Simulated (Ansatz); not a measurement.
The compound is K2RhI6 (started from the K2PtCl6 type) (Fm-3m).

The structure was built from a prototype and need not be the compound's stable phase.

```
K Rh I
1.0
     0.00000    5.34798    5.34798
     5.34798    0.00000    5.34798
     5.34798    5.34798    0.00000
K Rh I
2 1 6
Direct
  0.25000 0.25000 0.25000
  0.75000 0.75000 0.75000
  0.00000 0.00000 0.00000
  0.24502 0.24502 0.75498
  0.75498 0.75498 0.24502
  0.24502 0.75498 0.24502
  0.75498 0.24502 0.75498
  0.75498 0.24502 0.24502
  0.24502 0.75498 0.75498
```

The structure was relaxed with LDA. The structure type comes from a generator and need not be one that this composition takes. The structure was generated from a model, not taken from a measurement. The runs that relaxed it are not among those shown. The program's search for lower electronic states was switched off, so nothing shows that the state found is the lowest. Spin-orbit coupling is left out unless a run names it. PAW set soft_2, made with PBE.

A constrained-RPA run (Ansatz 0.2.0; non-magnetic LDA; Rh t2g + anion p, bands v21 to v1, 2×2×2 mesh, medium accuracy) builds 21 functions on bands 5.3 eV wide, with 41.0 electrons in the window. The bare on-site interaction is 16.0 eV and the bare J 0.63 eV.

What U and J survive the screening?

On the Rh t2g shell, U = 3.17 eV (20 % of the bare value), U′ = 2.24 eV, J = 0.45 eV.

The parent state is non-magnetic and the interaction static (zero frequency); U depends on the window and the orbitals, so it belongs to this model alone. A window that holds the anion p bands defines a model with explicit ligands; its U belongs to that model and is not the U of DFT+U. Coarse meshes can leave U off its limit, most where the target bands are metallic.

[Paths, hosts, dates, memory and timing lines, banners, echoed tables and standing remarks are left out of the program output.]

[Logs are printed without paths, hosts, clocks, repeated set-up lines and the standing remarks that a program may print on its own settings, such as how far it seeks lower states.]

[Runs of the session that timed out or met a known fault of the program may be left out.]

[Hosts, paths, dates, database ids (printed as entryN), source tags and the programs' standing remarks are cut or masked in the printed files.]
